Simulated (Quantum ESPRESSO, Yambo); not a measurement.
# SrTiO3 (Tausonite): G0W0 with Yambo, start to end, part 2 of 3

Wanted: ground state, empty states, screening and self-energy for SrTiO3 (Tausonite).

Quantum ESPRESSO 7.5 and Yambo 5.3.0; PBE and many-body steps on it, plane waves. Known limits of the many-body steps: not at the basis limit; no spin-orbit coupling; coarse k mesh.

So far. Step 2 (Ground state): The gap is indirect, with the least direct gap 0.36 eV higher. Step 3 (Bands along the symmetry lines): The gap is 1.908 eV, as in the run before at this level.

## (4) Empty states on the mesh, 4×4×4 mesh, 67 bands

Level of this step: DFT, PBE, plane waves, norm-conserving pseudopotentials (Quantum ESPRESSO).

The sums over transitions need many empty states on a uniform mesh; this step solves for them.

pw.in reads:

```
&control
  calculation = 'nscf'
  prefix = 'x'
  outdir = 'o'
  pseudo_dir = 'pseudo'
/
&system
  ibrav = 0
  nat = 5
  ntyp = 3
  ecutwfc = 76.0
  nbnd = 67
  force_symmorphic = .true.
/
&electrons
  conv_thr = 1e-9
  electron_maxstep = 80
  diago_full_acc = .true.
  diago_thr_init = 5e-6
/
ATOMIC_SPECIES
  Sr 87.62 Sr.upf
  Ti 47.867 Ti.upf
  O 15.999 O.upf
CELL_PARAMETERS angstrom
  3.9052800000 0.0000000000 0.0000000000
  0.0000000000 3.9052800000 0.0000000000
  0.0000000000 0.0000000000 3.9052800000
ATOMIC_POSITIONS crystal
  Sr 0.5000000000 0.5000000000 0.5000000000
  Ti 0.0000000000 0.0000000000 0.0000000000
  O 0.5000000000 0.0000000000 0.0000000000
  O 0.0000000000 0.5000000000 0.0000000000
  O 0.0000000000 0.0000000000 0.5000000000
K_POINTS automatic
  4 4 4 0 0 0
```

On the command line:

```console
OMP_NUM_THREADS=1 mpirun -n 4 pw.x -nk 4 -in pw.in > pw.out
```

The program printed:

```text
[banner, memory and clock lines left out]
Program PWSCF v.7.5 starts

     Atomic positions and unit cell read from directory:
     o/x.save/

     Message from routine setup:
     using ibrav=0 with symmetry is DISCOURAGED, use correct ibrav instead

     G-vector sticks info

     bravais-lattice index     =            0
     lattice parameter (alat)  =       7.3799  a.u.
     unit-cell volume          =     401.9325 (a.u.)^3
     number of atoms/cell      =            5
     number of atomic types    =            3
     number of electrons       =        40.00
     number of Kohn-Sham states=           67
     kinetic-energy cutoff     =      76.0000  Ry
     charge density cutoff     =     304.0000  Ry
     Exchange-correlation= PBE
                           (   1   4   3   4   0   0   0)

     celldm(1)=   7.379910  celldm(2)=   0.000000  celldm(3)=   0.000000
     celldm(4)=   0.000000  celldm(5)=   0.000000  celldm(6)=   0.000000

     crystal axes: (cart. coord. in units of alat)
               a(1) = (   1.000000   0.000000   0.000000 )
               a(2) = (   0.000000   1.000000   0.000000 )
               a(3) = (   0.000000   0.000000   1.000000 )

     reciprocal axes: (cart. coord. in units 2 pi/alat)
               b(1) = (  1.000000  0.000000  0.000000 )
               b(2) = (  0.000000  1.000000  0.000000 )
               b(3) = (  0.000000  0.000000  1.000000 )
     Pseudo is Norm-conserving + core correction, Zval = 10.0
     Generated using ONCVPSP code by D. R. Hamann
     Using radial grid of 1834 points,  6 beta functions with:
     Pseudo is Norm-conserving + core correction, Zval = 12.0
     Generated using ONCVPSP code by D. R. Hamann
     Using radial grid of 1586 points,  6 beta functions with:
     Pseudo is Norm-conserving + core correction, Zval =  6.0
     Generated using ONCVPSP code by D. R. Hamann
     Using radial grid of  936 points,  5 beta functions with:
     Sr               10.00    87.62000     Sr( 1.00)
     Ti               12.00    47.86700     Ti( 1.00)
     O                 6.00    15.99900     O ( 1.00)

     48 Sym. Ops., with inversion, found

   Cartesian axes

     site n.     atom                  positions (alat units)
         1        Sr     tau(   1) = (   0.5000000   0.5000000   0.5000000  )
         2        Ti     tau(   2) = (   0.0000000   0.0000000   0.0000000  )
         3        O      tau(   3) = (   0.5000000   0.0000000   0.0000000  )
         4        O      tau(   4) = (   0.0000000   0.5000000   0.0000000  )
         5        O      tau(   5) = (   0.0000000   0.0000000   0.5000000  )

     number of k points=    10
                       cart. coord. in units 2pi/alat
        k(    1) = (   0.0000000   0.0000000   0.0000000), wk =   0.0312500
        k(    2) = (   0.0000000   0.0000000   0.2500000), wk =   0.1875000
        k(    3) = (   0.0000000   0.0000000  -0.5000000), wk =   0.0937500
[...]
k(    9) = (   0.2500000  -0.5000000  -0.5000000), wk =   0.1875000
        k(   10) = (  -0.5000000  -0.5000000  -0.5000000), wk =   0.0312500

     Dense  grid:    36041 G-vectors     FFT dimensions: (  45,  45,  45)

     The potential is recalculated from file :
     o/x.save/charge-density

     Starting wfcs are   27 randomized atomic wfcs +   40 random wfcs

     Band Structure Calculation

     End of band structure calculation

          k = 0.0000 0.0000 0.0000 (  4457 PWs)   bands (ev):

   -46.3527 -22.6721 -22.6271 -22.6271 -22.6271  -7.3121  -6.3299  -6.3299
    -4.6610  -4.6610  -4.6610   7.2355   7.2355   7.2355   8.8811   8.8811
     8.8811   9.6918   9.6918   9.6918  11.9546  11.9546  11.9546  14.4348
[...]
49.0814  49.1179  51.3632

          k = 0.0000 0.0000 0.2500 (  4504 PWs)   bands (ev):

[...]
49.3499  49.5909  49.7696

          k = 0.0000 0.0000-0.5000 (  4484 PWs)   bands (ev):

[...]
37.7092  38.4477  42.4565  43.5042  43.7767  43.7767  44.6005  44.8174
    45.0273  45.7350  46.3178  46.3178  47.9504  47.9504  48.8064  49.2405
    49.3407  49.9430  51.8258

          k = 0.0000 0.2500 0.2500 (  4514 PWs)   bands (ev):

     [... further k-points ...]

     highest occupied, lowest unoccupied level (ev):    10.0469   11.9546

     XML data file, pseudopotentials, collected wavefunctions
```

Run time: 6.1 s. Hardware: 4 MPI ranks of Arm Neoverse V2, shared host; peak memory 0.32 GiB.

Numbers from this step:

```yaml
gap: 1.908 eV
k_of_the_valence_top: -0.5, -0.5, -0.5
k_of_the_conduction_bottom: 0, 0, 0
least_direct_gap: 2.263 eV
k_points_computed: 10
lowest_point_of_the_top_converged_band_above_the_valence_top: 39.47 eV
```

On this mesh the gap is 1.908 eV.

## (5) Conversion and set-up

This step: Yambo 5.3.0; conversion and set-up on PBE, plane waves, norm-conserving pseudopotentials.

The states are converted to the many-body program's format and the q mesh is built.

On the command line:

```console
(cd o/x.save; p2y > p2y.log; mv SAVE ../..); yambo > setup.log
```

The program printed:

```text
 Yambo, version 5.3.0

 [02] CORE Variables Setup
 =========================

  [02.01] Unit cells
  ==================

  Cell kind             :  CUB
  Atoms in the cell     :  Sr  Ti  O
  number of Sr atoms    :  1
  number of Ti atoms    :  1
  number of O  atoms    :  3

  List of atomic masses
  Mass of Sr    :  87.62000
  Mass of Ti    :  47.86700
  Mass of O     :  15.99900

  List of atomic coordinates    : [cc]
  Sr1       :  3.689955  3.689955  3.689955  order 1
  Ti1       :  0.000000  0.000000  0.000000  order 2
  O1       :  3.689955  0.000000  0.000000  order 3
  O2       :  0.000000  3.689955  0.000000  order 4
  O3       :  0.000000  0.000000  3.689955  order 5

  Alat factors          :  7.379910  7.379910  7.379910 [a.u.]
  Direct lattice volume :  401.9325 [a.u.]
  Direct lattice vectors:  A[ 1 ]  A[ 2 ]  A[ 3 ]
   A[ 1 ]:  1.000000  0.000000  0.000000  [iru]
   7.379910  0.000000  0.000000  [cc]
   A[ 2 ]:  0.000000  1.000000  0.000000  [iru]
   0.000000  7.379910  0.000000  [cc]
   A[ 3 ]:  0.000000  0.000000  1.000000  [iru]
   0.000000  0.000000  7.379910  [cc]

  Recip. lattice volume :  0.617144 [a.u.]
  Recip. lattice vectors:  B[ 1 ]  B[ 2 ]  B[ 3 ]
   B[ 1 ]:  1.000000  0.000000  0.000000  [iku]
   0.851391  0.000000  0.000000  [cc]
   B[ 2 ]:  0.000000  1.000000  0.000000  [iku]
   0.000000  0.851391  0.000000  [cc]
   B[ 3 ]:  0.000000  0.000000  1.000000  [iku]
   0.000000  0.000000  0.851391  [cc]

  [02.02] Symmetries
  ==================

  Inversion symmetry    : yes
  Spatial inversion     : yes
  Inversion index       :  25
  K-space Time-reversal : no
  Magnetic symmetries   : no
  Group table correct   : yes
  Symmetries units      :  [cc]

   [S  1]:  1.000000  0.000000  0.000000  0.000000  1.000000  0.000000  0.000000  0.000000  1.000000
   [S  2]: -1.000000  0.000000  0.000000  0.000000 -1.000000  0.000000  0.000000  0.000000  1.000000
   [S  3]: -1.000000  0.000000  0.000000  0.000000  1.000000  0.000000  0.000000  0.000000 -1.000000
[...]
[... 36 further rows ...]
   [S 47]:  0.000000  1.000000  0.000000  0.000000  0.000000 -1.000000  1.000000  0.000000  0.000000
   [S 48]:  0.000000 -1.000000  0.000000  0.000000  0.000000  1.000000  1.000000  0.000000  0.000000

  [02.03] Reciprocal space
  ========================

  nG shells         :   352
  nG charge         :   36041
  nG WFs            :   5739
  nC WFs            :   4632
  G-vecs. in first 35 shells:  [ Number ]
     1    7   19   27   33   57   81   93  123
    147   171   179   203   251   257   305   341   365
    389   437   461   485   515   587   619   691   739
    751   799   847   895   925   949  1021  1045
  ...
  Shell energy in first 35 shells:  [ mHa ]
    0.00000      362.433      724.866      1087.30      1449.73      1812.16      2174.60      2899.46      3261.90
[...]
Grid dimensions      :   4   4   4
  K lattice UC volume  :  0.009643 [a.u.]

  IBZ K-points                                      :  10
  BZ  K-points                                      :   64

  K/Q-points units:
  rlu = crystal or reduced units; cc = cartesian coordinates; iku = interal k-units

  K [ 1]         [rlu]:  0.000000  0.000000  0.000000
         WF components:   4457
  K [ 2]         [rlu]:  0.000000  0.000000  0.250000
         WF components:   4504
  K [ 3]         [rlu]:  0.000000  0.000000 -0.500000
         WF components:   4484
[...]
K [ 8]         [rlu]:  0.250000  0.250000 -0.500000
[...]
K [ 9]         [rlu]:  0.250000 -0.500000 -0.500000
         WF components:   4524
  K [10]         [rlu]: -0.500000 -0.500000 -0.500000
         WF components:   4632

  [02.05] Energies & Occupations
  ==============================

  [X] === General ===
  [X] Electronic Temperature                        :  0.000000  0.000000 [eV K]
  [X] Bosonic    Temperature                        :  0.000000  0.000000 [eV K]
  [X] Finite Temperature mode                       : no
  [X] El. density                                   :  0.67159E+24 [cm-3]
  [X] Fermi Level                                   :  10.04689 [eV]

  [X] === Gaps and Widths ===
  [X] Conduction Band Min                           :  1.907663 [eV]
  [X] Valence Band Max                              :  0.000000 [eV]
  [X] Filled Bands                                  :  20
  [X] Empty Bands                                   :   21   67
  [X] Direct Gap                                    :  2.262791 [eV]
  [X] Direct Gap localized at k                     :  1
  [X] Indirect Gap                                  :  1.907663 [eV]
  [X] Indirect Gap between kpts                     :  10   1
  [X] Last valence band width                       :  0.731989 [eV]
  [X] 1st conduction band width                     :  2.609048 [eV]

  E @ K [ 1]:  [eV]
  -56.39953 -32.71903 -32.67394 -32.67394 -32.67394 -17.35894 -16.37680 -16.37680
[...]
occ @ K [ 1]
[...]
E @ K [ 2]:  [eV]
[...]
occ @ K [ 2]
[...]
E @ K [ 3]:  [eV]
[...]
occ @ K [ 3]
[...]
E @ K [ 8]:  [eV]
[...]
occ @ K [ 8]
[...]
E @ K [ 9]:  [eV]
[...]
occ @ K [ 9]
[...]
E @ K [10]:  [eV]
[...]
occ @ K [10]
[...]
0.000000  0.000000  0.000000  0.000000  0.000000  0.000000  0.000000  0.000000
   0.000000  0.000000  0.000000  0.000000  0.000000  0.000000  0.000000  0.000000

 [03] Transferred momenta grid and indexing
 ==========================================

 IBZ Q-points                                      :  10
 BZ  Q-points                                      :   64

 K/Q-points units:
 rlu = crystal or reduced units; cc = cartesian coordinates; iku = interal k-units

 Q [ 1]         [rlu]:  0.000000  0.000000  0.000000
 Q [ 2]         [rlu]:  0.000000  0.000000  0.250000
 Q [ 3]         [rlu]:  0.000000  0.000000 -0.500000
[...]
Q [ 8]         [rlu]:  0.250000  0.250000 -0.500000
 Q [ 9]         [rlu]:  0.250000 -0.500000 -0.500000
 Q [10]         [rlu]: -0.500000 -0.500000 -0.500000

  [03.01] X indexes
  =================

   [03.01.01] Sigma indexes
   ========================

 [06] Game Over & Game summary
```

Elapsed: 2.8 s, on 1 MPI rank; peak memory 0.25 GiB.

(Continued in part 3 of 3.)

[Paths, hosts, dates, memory and timing lines, banners, echoed tables and standing remarks are left out of the program output.]

[Logs are printed without paths, hosts, clocks, repeated set-up lines and the standing remarks that a program may print on its own settings, such as how far it seeks lower states.]

[Runs of the session that timed out or met a known fault of the program may be left out.]

[Hosts, paths, dates, database ids (printed as entryN), source tags and the programs' standing remarks are cut or masked in the printed files.]
